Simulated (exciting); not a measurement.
Consider TlIO3, space group R3m.

```
Tl I O
1.0
     3.15079    1.81911    2.65543
    -3.15079    1.81911    2.65543
     0.00000   -3.63822    2.65543
Tl I O
1 1 3
Direct
  0.00875 0.00875 0.00875
  0.50187 0.50187 0.50187
  0.46190 0.46190 0.90329
  0.46190 0.90329 0.46190
  0.90329 0.46190 0.46190
```

Absorber: atom 1, with 3 O at 2.94 Å, 6 O at 3.20 Å and 3 O at 3.57 Å (distorted cuboctahedral, site symmetry 3m). Method: exciting, all-electron LAPW+lo, LDA, exchange and screened direct term (singlet BSE), 3×3×3 shifted k points, 32 conduction bands, |G+q| up to 3 bohr⁻¹ (2 in the exchange term), full RPA screening with nempty = 61, Lorentzian half width 2.83 eV.

**Question.** Predict the Tl L₃ near-edge structure at this level.

Bound core exciton? No bright one: the first bright state (over 5 % of the brightest) lies at 6.06 eV from the Kohn–Sham onset; weaker or dark states reach down to -0.92 eV. Maxima (height): 7.5 eV (1.00).

Energy from the Kohn–Sham onset, core level to the lowest empty state found on the meshes used; Im ε in relative units:

```tsv
E (eV)	Im ε
-11.0	0.04
-10.5	0.04
-10.0	0.04
-9.5	0.04
-9.0	0.05
-8.5	0.05
-8.0	0.05
-7.5	0.06
-7.0	0.06
-6.5	0.06
-6.0	0.07
-5.5	0.07
-5.0	0.08
-4.5	0.09
-4.0	0.09
-3.5	0.10
-3.0	0.11
-2.5	0.12
-2.0	0.14
-1.5	0.15
-1.0	0.17
-0.5	0.19
0.0	0.21
0.5	0.23
1.0	0.26
1.5	0.29
2.0	0.33
2.5	0.37
3.0	0.41
3.5	0.47
4.0	0.54
4.5	0.62
5.0	0.71
5.5	0.80
6.0	0.88
6.5	0.95
7.0	0.99
7.5	1.00
8.0	0.99
8.5	0.96
9.0	0.93
9.5	0.90
10.0	0.88
10.5	0.85
11.0	0.83
11.5	0.81
12.0	0.79
12.5	0.78
13.0	0.76
13.5	0.74
14.0	0.73
14.5	0.72
15.0	0.71
15.5	0.71
16.0	0.70
16.5	0.69
17.0	0.68
17.5	0.66
18.0	0.63
```

A mesh of 27 points doesn't converge binding energies, and fine structure above the first lines is partly noise of the mesh. Exchange and the short-range direct term aren't converged in the kernel cutoff. The zero comes from the shifted mesh, which comes near the band minimum without meeting it. The conduction states carry no spin here, so the exchange coupling to the spinor core hole is only partly held. This core level is treated alone, with no coupling to its spin–orbit partner. The structure is a Materials Project entry, computed there, and may be a hypothetical form.

[Banner, clock and machine lines of the logs are left out without a mark of their own.]

[Logs are printed without paths, hosts, clocks, repeated set-up lines and the standing remarks that a program may print on its own settings, such as how far it seeks lower states.]

[Hosts, paths, dates, database ids (printed as entryN), source tags and the programs' standing remarks are cut or masked in the printed files.]
